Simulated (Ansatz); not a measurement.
# Cr2Tc: relaxing a made-up structure, part 2 of 2

This structure for Cr2Tc is made up. Its elements were placed in a known structure type with a cell scaled to their sizes. What cell does the guess relax to, and how far off was it?

Ansatz 0.2.0; DFT, PBE, plane-wave PAW, files of the set soft_1, scalar-relativistic, ferromagnetic start, cell and ions relaxed at zero pressure; PAW set ansatz+soft_1 (the session's first sound run).

So far: Starting point; Relaxing cell and atoms. The relaxed cell has a, b, c = 2.947, 4.219, 12.249 Å (conventional setting).

### 3. Bands of the relaxed cell

A second self-consistent run takes a narrower smearing and the mesh shown in its input; the bands follow along the standard path of the relaxed lattice.

This step: DFT, PBE, plane-wave PAW, files of the set soft_1, scalar-relativistic, no spin, bands and density of states at the relaxed cell; PAW set ansatz+soft_1 (Ansatz 0.2.0).

The input, input.yaml:

```yaml
crystal:
  lattice:
    - [0.0, 2.109701615, 6.1245804085]
    - [1.4735782186, 0.0, 6.1245804085]
    - [1.4735782186, 2.109701615, 0.0]
  atoms:
    - { symbol: Tc, position: [0.0, 0.0, 0.0] }
    - { symbol: Cr, position: [0.6726460831, 0.6726460831, 0.3273539169] }
    - { symbol: Cr, position: [0.3273539169, 0.3273539169, 0.6726460831] }
kpoints:
  mp_grid: { grid: [14, 14, 14] }
  band_path:
    path:
      - [[0.0, 0.0, 0.0], [0.5, 0.0, 0.5], [1.0, 0.5, 0.5], [0.5, 0.5, 0.0], [0.0, 0.0, 0.0], [0.0, 0.38643973, 0.38643973], [0.5, 0.14250461, 0.64250461], [0.5, 0.0, 0.5]]
      - [[1.0, 0.5, 0.5], [1.0, 0.61356027, 0.61356027]]
      - [[0.0, 0.38643973, 0.38643973], [0.5, 0.85749539, 0.35749539], [0.5, 0.5, 0.0]]
      - [[0.5, 0.5, 0.5], [0.0, 0.0, 0.0]]
    npoints: 7
scf:
  occupations: { method: fermi_dirac, width: 0.03 }
  n_extra_bands: 7
hamiltonian:
  xc: pbe
  pseudopotentials: { kind: paw, azcp: { Cr: "soft_1/Cr.paw.azcp" } }
output:
  forces: true
  stress: true
  write_bands: true
  dos: { projected: true }
  write_density: true
  write_potential: true
  elf: true
  volumetric_format: npy
```

Command:

```
$ ansatz run input.yaml --threads 4 --pin off --max-ram 8192MiB --backend cpu --events-out ev --progress --plain --runs-dir out
```

Numbers of over 12 decimals in the logs are rounded to 6 here.

The program printed:

```text
[...]
Crystal: 3 atoms, lattice volume = 38.080 Å³
Basis set: ecut = 500 eV, 957 PW (Γ), FFT grids on a1−a2, a2, a3, exchange–correlation on 40×96×40 points (8 copies of the dense FFT grid, shifted against one another)
Bands: 29, of which v1, the nominal top of the filled ones, is band 22 counted from 1 (21 counted from 0)
Symmetry: 8 space group operations
[...]
k-points: 428 of 2744
[...]
SCF iter   1: F=—  HF=-12156.958796 eV  |F-HF|=—  |Δ(HF+E_count)|=         —  Δρ=2.28e-1  dr2=2.15e1  ethr=3.10e-3  ⟨swp⟩=4.4  Hψ=42817  notcnv=0
[...]
SCF iter   9: F=-12153.247634 eV  HF=-12153.247634 eV  |F-HF|=2.81e-9  |Δ(HF+E_count)|=   1.03e-8  Δρ=4.06e-6  dr2=4.74e-9  ethr=2.33e-10  ⟨swp⟩=10.6  Hψ=67589  notcnv=0
SCF 1 converged in 9 iterations: F = -12153.247634 eV  dr2 = 4.74e-9
[...]
NSCF: frozen V_eff on 81 k-points
SCF converged after 9 iterations
Free energy (F): -12153.247634 eV
[...]
Internal energy: -12153.237534 eV  (E = F + TS)
E sigma→0 (E₀):  -12153.242584 eV
Entropy (-TS):   -0.010101 eV (-3.367 meV/atom)
Fermi energy:    20.490248 eV
[...]
--- Forces (eV/Å), atoms counted from 1 ---
  atom   1  Tc     0.00000000     0.00000000     0.00000000
  atom   2  Cr    -0.00000000     0.00000000     0.01747771
  atom   3  Cr     0.00000000     0.00000000    -0.01747771
  max |Σ_I F_I| component: 2.44e-28 eV/Å
--- Stress (GPa, compression-positive) ---
       -0.959362       0.000000       0.000000
        0.000000       0.647588      -0.000000
        0.000000      -0.000000       0.118767
  P = ⅓ Tr σ = -0.0643 GPa (-0.643 kbar)
--- Band table (eV; the first three rows and the last of 428) ---
  k-point 0: bands = [... 18 lower, 18.8602, 19.3854, 19.5660, 19.8412, 20.9241, 21.2310, 21.3151, 21.3777, ... 3 higher]
  k-point 1: bands = [... 18 lower, 18.7790, 19.1459, 19.5863, 19.6721, 20.8309, 21.1184, 21.2643, 21.4231, ... 3 higher]
  k-point 2: bands = [... 18 lower, 18.5590, 19.0004, 19.3801, 19.7933, 20.6986, 20.9739, 21.0875, 21.4553, ... 3 higher]
  k-point 427: bands = [... 18 lower, 19.3884, 19.5502, 19.7424, 19.8355, 20.7089, 20.9618, 21.3005, 21.3082, ... 3 higher]
```

Wall time 12 s (4 threads of Arm Neoverse V1, shared host); peak memory 0.7 GiB.

The column dr2 measures how far the density is from self-consistency, as an energy; F and HF (Harris–Foulkes) agree once it is small.

Numbers from this step:

| Quantity | Value |
| --- | --- |
| free energy | -12153.2476 eV |
| energy at zero smearing | -12153.2426 eV |
| smearing term TS | 0.01010 eV |
| Fermi energy | 20.49 eV |
| pressure | -0.06434 GPa |

From bands.tsv, the bands that come nearest the Fermi level along the path, at its corners, in eV from the Fermi level:

| point | band 18 | band 19 | band 20 | band 21 | band 22 | band 23 | band 24 | band 25 |
| --- | --- | --- | --- | --- | --- | --- | --- | --- |
| Γ | -1.72 | -1.63 | -1.10 | -0.92 | -0.65 | 0.43 | 0.74 | 0.82 |
| Y | -3.25 | 0.14 | 0.68 | 0.77 | 0.78 | 0.91 | 1.04 | 1.36 |
| T | -2.48 | -1.92 | -1.56 | -0.25 | 0.32 | 1.89 | 2.23 | 2.33 |
| Z | -1.93 | -1.10 | -0.94 | -0.75 | -0.65 | 0.22 | 0.47 | 0.81 |
| Γ | -1.72 | -1.63 | -1.10 | -0.92 | -0.65 | 0.43 | 0.74 | 0.82 |
| X | -2.59 | -2.53 | -2.02 | 0.64 | 0.96 | 0.98 | 1.17 | 1.40 |
| A1 | -2.92 | -1.62 | -1.61 | -1.46 | 0.77 | 0.82 | 1.21 | 1.44 |
| Y | -3.25 | 0.14 | 0.68 | 0.77 | 0.78 | 0.91 | 1.04 | 1.36 |
| T | -2.48 | -1.92 | -1.56 | -0.25 | 0.32 | 1.89 | 2.23 | 2.33 |
| X1 | -2.59 | -2.53 | -2.02 | 0.64 | 0.96 | 0.98 | 1.17 | 1.40 |
| X | -2.59 | -2.53 | -2.02 | 0.64 | 0.96 | 0.98 | 1.17 | 1.40 |
| A | -2.92 | -1.62 | -1.61 | -1.46 | 0.77 | 0.82 | 1.21 | 1.44 |
| Z | -1.93 | -1.10 | -0.94 | -0.75 | -0.65 | 0.22 | 0.47 | 0.81 |
| L | -2.15 | -1.61 | -1.12 | 0.62 | 0.63 | 0.85 | 1.03 | 1.23 |
| Γ | -1.72 | -1.63 | -1.10 | -0.92 | -0.65 | 0.43 | 0.74 | 0.82 |

States per cell as run, both spins, in windows of 1 eV, from dos.tsv (zero at the Fermi level):

| from | to | total |
| --- | --- | --- |
| -8 | -7 | 0.11 |
| -7 | -6 | 0.30 |
| -6 | -5 | 1.65 |
| -5 | -4 | 2.85 |
| -4 | -3 | 3.30 |
| -3 | -2 | 4.48 |
| -2 | -1 | 4.08 |
| -1 | 0 | 2.21 |
| 0 | 1 | 5.48 |

Below -8 eV lie 24.0 more states.

ELF in the ac plane of the conventional cell at fractional y = 0.000, with atoms of Tc and Cr within 0.2 Å of it. It is the smooth field of the valence electrons, not physical close to the nuclei.

Values, 24 rows by 14 columns, each cell a mean:
```
0.58 0.67 0.70 0.55 0.31 0.24 0.30 0.35 0.28 0.24 0.37 0.60 0.69 0.64
0.49 0.46 0.41 0.32 0.28 0.28 0.29 0.29 0.28 0.27 0.29 0.35 0.42 0.47
0.34 0.32 0.28 0.24 0.26 0.30 0.34 0.35 0.34 0.30 0.25 0.25 0.28 0.32
0.38 0.28 0.16 0.19 0.39 0.60 0.74 0.79 0.73 0.57 0.33 0.16 0.18 0.31
0.42 0.32 0.20 0.21 0.39 0.60 0.73 0.78 0.71 0.56 0.33 0.18 0.22 0.35
0.31 0.30 0.27 0.26 0.28 0.32 0.34 0.35 0.34 0.31 0.27 0.26 0.28 0.30
0.48 0.45 0.39 0.29 0.24 0.28 0.34 0.37 0.34 0.27 0.24 0.30 0.39 0.46
0.85 0.78 0.61 0.35 0.17 0.18 0.32 0.40 0.29 0.16 0.19 0.41 0.64 0.80
0.67 0.61 0.49 0.30 0.18 0.21 0.33 0.38 0.30 0.20 0.20 0.35 0.53 0.64
0.26 0.26 0.25 0.25 0.27 0.30 0.32 0.32 0.31 0.30 0.27 0.26 0.26 0.26
0.34 0.31 0.27 0.30 0.42 0.54 0.60 0.61 0.59 0.53 0.40 0.29 0.28 0.32
0.33 0.26 0.23 0.39 0.64 0.70 0.56 0.39 0.59 0.70 0.59 0.33 0.22 0.28
0.35 0.28 0.24 0.37 0.60 0.69 0.64 0.58 0.67 0.70 0.55 0.31 0.24 0.30
0.29 0.28 0.27 0.29 0.35 0.42 0.47 0.49 0.46 0.41 0.32 0.28 0.28 0.29
0.35 0.34 0.30 0.25 0.25 0.28 0.32 0.34 0.32 0.28 0.24 0.26 0.30 0.34
0.79 0.73 0.57 0.33 0.16 0.18 0.31 0.38 0.28 0.16 0.19 0.39 0.60 0.74
0.78 0.71 0.56 0.33 0.18 0.22 0.35 0.42 0.32 0.20 0.21 0.39 0.60 0.73
0.35 0.34 0.31 0.27 0.26 0.28 0.30 0.31 0.30 0.27 0.26 0.28 0.32 0.34
0.37 0.34 0.27 0.24 0.30 0.39 0.46 0.48 0.45 0.39 0.29 0.24 0.28 0.34
0.40 0.29 0.16 0.19 0.41 0.64 0.80 0.85 0.78 0.61 0.35 0.17 0.18 0.32
0.38 0.30 0.20 0.20 0.35 0.53 0.64 0.67 0.61 0.49 0.30 0.18 0.21 0.33
0.32 0.31 0.30 0.27 0.26 0.26 0.26 0.26 0.26 0.25 0.25 0.27 0.30 0.32
0.61 0.59 0.53 0.40 0.29 0.28 0.32 0.34 0.31 0.27 0.30 0.42 0.54 0.60
0.39 0.59 0.70 0.59 0.33 0.22 0.28 0.33 0.26 0.23 0.39 0.64 0.70 0.56
```
Columns run along a (2.9 Å), rows up along c (12.2 Å), edges of the conventional cell, whose origin can differ from the input's. Atoms in or near the plane, at fractional coordinates: Tc at (0.00, 0.00), Tc at (0.50, 0.50), Cr at (0.50, 0.17), Cr at (0.00, 0.67), Cr at (0.00, 0.33), Cr at (0.50, 0.83).

Valence density in the ac plane of the conventional cell at fractional y = 0.000, with atoms of Tc and Cr within 0.2 Å of it. It is the smooth field of the valence electrons, not physical close to the nuclei.

Values in e/Å³, 24 rows by 14 columns, each cell a mean:
```
 7  6  5  2  1  0  0  0  0  0  1  3  5  7
 2  2  1  1  0  0  0  0  0  0  0  1  1  2
 0  0  0  0  1  1  2  2  2  1  1  0  0  0
 0  0  0  1  3  7 13 15 12  6  2  1  0  0
 0  0  0  1  3  7 12 15 11  6  2  1  0  0
 0  0  0  0  1  1  2  2  2  1  1  0  0  0
 5  4  2  1  0  0  0  0  0  0  1  1  2  4
19 14  7  2  1  0  0  0  0  0  1  3  9 16
10  8  4  1  0  0  0  0  0  0  1  2  5  8
 1  1  1  0  0  0  0  0  0  0  0  0  1  1
 0  0  0  1  1  2  3  3  3  2  1  1  0  0
 0  0  1  1  4  6  7  7  7  6  3  1  0  0
 0  0  0  1  3  5  7  7  6  5  2  1  0  0
 0  0  0  0  1  1  2  2  2  1  1  0  0  0
 2  2  1  1  0  0  0  0  0  0  0  1  1  2
15 12  6  2  1  0  0  0  0  0  1  3  7 13
15 11  6  2  1  0  0  0  0  0  1  3  7 12
 2  2  1  1  0  0  0  0  0  0  0  1  1  2
 0  0  0  1  1  2  4  5  4  2  1  0  0  0
 0  0  0  1  3  9 16 19 14  7  2  1  0  0
 0  0  0  1  2  5  8 10  8  4  1  0  0  0
 0  0  0  0  0  1  1  1  1  1  0  0  0  0
 3  3  2  1  1  0  0  0  0  0  1  1  2  3
 7  7  6  3  1  0  0  0  0  1  1  4  6  7
```
Columns run along a (2.9 Å), rows up along c (12.2 Å), edges of the conventional cell, whose origin can differ from the input's. Atoms in or near the plane, at fractional coordinates: Tc at (0.00, 0.00), Tc at (0.50, 0.50), Cr at (0.50, 0.17), Cr at (0.00, 0.67), Cr at (0.00, 0.33), Cr at (0.50, 0.83).

Electrostatic potential energy in the ac plane of the conventional cell at fractional y = 0.000, with atoms of Tc and Cr within 0.2 Å of it. With pseudopotentials it is smooth inside the atoms' cores, unlike the true potential.

Ten even steps from '_' (-113 eV) to '@' (21 eV), each cell a mean:
```
__..--**%%@@@@@@@@@@%%**--..
##%%%%@@@@@@@@@@@@@@@@@@%%%%
@@@@@@@@@@%%%%%%%%%%@@@@@@@@
@@@@@@%%##############%%@@@@
@@@@@@%%##############%%@@@@
@@@@@@@@@@%%%%%%%%%%@@@@@@@@
####%%%%@@@@@@@@@@@@@@%%%%##
%%######%%@@@@@@@@@@%%######
######%%@@@@@@@@@@@@%%######
%%%%@@@@@@@@@@@@@@@@@@@@@@%%
@@@@@@@@%%##**++**##%%@@@@@@
@@@@@@%%++..______::++%%@@@@
@@@@@@%%**--..__..--**%%@@@@
@@@@@@@@@@%%%%##%%%%@@@@@@@@
%%%%%%@@@@@@@@@@@@@@@@@@%%%%
########%%@@@@@@@@@@%%######
########%%@@@@@@@@@@%%######
%%%%%%@@@@@@@@@@@@@@@@@@%%%%
@@@@@@@@%%%%######%%%%@@@@@@
@@@@@@%%######%%######%%@@@@
@@@@@@%%############%%@@@@@@
@@@@@@@@@@@@%%%%%%@@@@@@@@@@
++**##%%@@@@@@@@@@@@@@%%##**
____::++%%@@@@@@@@@@%%++..__
```
Columns run along a (2.9 Å; values clipped at the 3rd and 97th percentile), rows up along c (12.2 Å), edges of the conventional cell, whose origin can differ from the input's. Atoms in or near the plane, at fractional coordinates: Tc at (0.00, 0.00), Tc at (0.50, 0.50), Cr at (0.50, 0.17), Cr at (0.00, 0.67), Cr at (0.00, 0.33), Cr at (0.50, 0.83).

### 4. What came out

```json
{
 "space group, relaxed": "Fmmm",
 "conventional cell": "a = 2.947, b = 4.219, c = 12.249 Å; α = 90.0°, β = 90.0°, γ = 90.0°",
 "volume per atom": "12.69 Å³ (guess 12.76)",
 "total moment": "0.00 μB in the cell of 3 atoms"
}
```

What this shows: Cr2Tc relaxes to Fmmm with a = 2.947, b = 4.219 and c = 12.249 Å. The guessed volume was near the relaxed one. The space group Fmmm was held in the relaxation, so the end point is a stationary structure within it and may be a saddle against distortions or other arrangements. The moments died out from this one start and weren't seeded again at the relaxed cell. Bands cross the Fermi level, so it is a metal or semimetal at this level. The electron count is odd, which forces that without spin polarisation or a larger cell. On the 14×14×14 mesh with the narrower smearing (relaxed on 11×11×11) the largest force component is 0.017 eV/Å and the largest stress component is 0.959 GPa, against the relaxation's thresholds of 0.015 eV/Å and 0.05 GPa. The cutoff wasn't tested. No dispersion term is used, so weakly bound directions may come out too long. Nothing here tests whether the compound is stable against decomposition.

[Logs are printed without paths, hosts, clocks, repeated set-up lines and the standing remarks that a program may print on its own settings, such as how far it seeks lower states.]

[Hosts, paths, dates, database ids (printed as entryN), source tags and the programs' standing remarks are cut or masked in the printed files.]
